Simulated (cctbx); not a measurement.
**What is wrong with this refinement?**

Cell a = 4.4600 Å, b = 4.4600 Å, c = 10.3800 Å, α = 90.00°, β = 90.00°, γ = 90.00°; space group P4mm (no. 99).

The data are simulated with cctbx, not measured: Cu Kα, λ = 1.54184 Å, to d = 0.83 Å, 95 % of the full sphere, strongest reflection 40000 counts, noise from counting, a 4 % proportional error and a noise floor of 2 counts (s.d.); no absorption.

An anisotropic refinement with weights 1/σ² prints:

```text
Rint 0.031, 289 unique reflections to 0.83 A
cycle     R1     wR2    GooF  max shift (A)
   1  0.4302  0.7578  26.296   0.21416
   2  0.3158  0.5496  19.069   0.00000
final R1 0.3158 wR2 0.5496 GooF 19.069  parameters 22  data/parameter 13.1
atom        x        y        z      Ueq    occ   su(xyz)  su(Uiso or U11)
Gd1    0.50000  0.50000  0.23472  -0.0051  1.000  0.00121  0.0057  NPD
La1    0.00000  0.00000  0.76740  -0.0027  1.000  0.00139  0.0056  NPD
Sn1    0.00000  0.50000  0.50030   0.0101  1.000  0.00240  0.0078
Sn2    0.50000  0.50000  0.87911  -0.0019  1.000  0.00151  0.0066  NPD
Zr1    0.00000  0.00000  0.12492   0.0092  1.000  0.00288  0.0098
Cu1    0.00000  0.00000  0.36831   0.0009  1.000  0.00359  0.0154  NPD
Cu2    0.50000  0.50000  0.66033   0.0484  1.000  0.00728  0.0341
difference map: max 90.91 min -25.54 rms 7.69
Q1    0.5000  0.5000  0.2507    1   91.43  0.17 A from Gd1
Q2    0.0000  0.5000  0.0023    2   91.13  2.57 A from Zr1
Q3    0.0000  0.0000  0.7505    1   90.22  0.18 A from La1
Q4    0.0000  0.5000  0.5028    2   76.31  0.03 A from Sn1
Q5    0.5000  0.5000  0.8744    1   66.09  0.05 A from Sn2
Q6    0.0000  0.0000  0.3744    1   60.10  0.06 A from Cu1
```

Q: Accept it or mend it, and why?

Mend it. The fault: an atom left out, Cu at (0, 1/2, 0.9924). Against the right model at the same level, R1 goes from 0.0101 to 0.3158 and GooF from 0.87 to 19.07, U of Sn2 shrinks from 0.0252 to -0.0019 Å², U of Gd1 shrinks from 0.0211 to -0.0051 Å², U of La1 shrinks from 0.0198 to -0.0027 Å², the top difference peak, 91.4 e/Å³, lies on Gd1 and Gd1, La1, Sn2 and Cu1 go non-positive-definite. Q2 is the missing atom. With scattering power missing, scale and phases suffer, so peaks may also grow on the heavy atoms.

The compound is LaGdZrCu4Sn3. The right model at the same level gives:

```text
Rint 0.031, 289 unique reflections to 0.83 A
cycle     R1     wR2    GooF  max shift (A)
   1  0.0103  0.0253   0.883   0.00126
   2  0.0101  0.0248   0.868   0.00000
final R1 0.0101 wR2 0.0248 GooF 0.868  parameters 26  data/parameter 11.1
atom        x        y        z      Ueq    occ   su(xyz)  su(Uiso or U11)
Gd1    0.50000  0.50000  0.23877   0.0211  1.000  0.00005  0.0002
La1    0.00000  0.00000  0.76582   0.0198  1.000  0.00006  0.0002
Sn1    0.00000  0.50000  0.49874   0.0204  1.000  0.00006  0.0003
Sn2    0.50000  0.50000  0.88059   0.0252  1.000  0.00007  0.0002
Zr1    0.00000  0.00000  0.12943   0.0242  1.000  0.00008  0.0003
Cu1    0.00000  0.50000  0.99601   0.0250  1.000  0.00023  0.0006
Cu2    0.00000  0.00000  0.36674   0.0287  1.000  0.00018  0.0005
Cu3    0.50000  0.50000  0.63975   0.0273  1.000  0.00018  0.0005
Flack x: 0.000(3)
Hooft y: 0.004(6)  Bijvoet pairs: 137
difference map: max 0.33 min -0.38 rms 0.08
Q1    0.1024  0.1024  0.7395    4    0.33  0.70 A from La1
Q2    0.3737  0.5000  0.2363    4    0.33  0.56 A from Gd1
Q3    0.3333  0.3333  0.2800    4    0.26  1.14 A from Gd1
Q4    0.2689  0.2689  0.6902    4    0.25  1.55 A from Cu3
Q5    0.0000  0.3320  0.0593    4    0.23  1.00 A from Cu1
Q6    0.1015  0.1015  0.9914    4    0.21  1.57 A from Zr1
```

Isotropic U is held between 0.0001 and 1 Å² by the program, and listed peak heights are interpolated, so they can pass the grid's maximum.

This is a model crystal, built by substitution and not relaxed, with assumed displacement parameters.

[Middle refinement cycles are left out of these outputs.]

[Logs are printed without paths, hosts, clocks, repeated set-up lines and the standing remarks that a program may print on its own settings, such as how far it seeks lower states.]
